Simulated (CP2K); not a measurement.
Two runs for the N K edge of carboxypyrazine. Run A: CP2K XAS_TDP, all-electron GAPW, PBEh(45%), aug-cc-pVDZ, TDA, no relativity. Run B differs in one setting.

First lines with a strength over 0.0015. A:

| atom | energy (eV) | states | strength, one atom |
| --- | --- | --- | --- |
| N6 (bonded to 2 C) | 394.54 | 1 | 0.0533 |
|  | 400.50 | 1 | 0.0054 |
|  | 400.91 | 1 | 0.0018 |
|  | 403.09 | 1 | 0.0084 |
|  | 403.19 | 1 | 0.0069 |
| N9 (bonded to 2 C) | 394.32 | 1 | 0.0542 |
|  | 401.04 | 1 | 0.0018 |
|  | 402.26 | 1 | 0.0052 |
|  | 402.50 | 1 | 0.0019 |
|  | 402.84 | 1 | 0.0036 |

B:

```
              atom  energy (eV)  states  strength, one atom
N6 (bonded to 2 C)       399.49       1              0.0526
                         405.46       1              0.0053
                         405.87       1              0.0018
                         408.05       1              0.0083
                         408.15       1              0.0068
N9 (bonded to 2 C)       399.21       1              0.0535
                         405.94       1              0.0017
                         407.16       1              0.0051
                         407.40       1              0.0019
                         407.74       1              0.0036
```

**Question.** Which was it: the functional, GW2X switched on, the basis, scalar relativity switched on?

GW2X switched on. GW2X shifts an atom's lines together and keeps their spacings. Against PBEh(45%) in aug-cc-pVDZ, the leading lines move by +4.95 eV (N6, to 399.49) and +4.89 eV (N9, to 399.21).

[Banner, clock and machine lines of the logs are left out without a mark of their own.]

[Logs are printed without paths, hosts, clocks, repeated set-up lines and the standing remarks that a program may print on its own settings, such as how far it seeks lower states.]

[Hosts, paths, dates, database ids (printed as entryN), source tags and the programs' standing remarks are cut or masked in the printed files.]
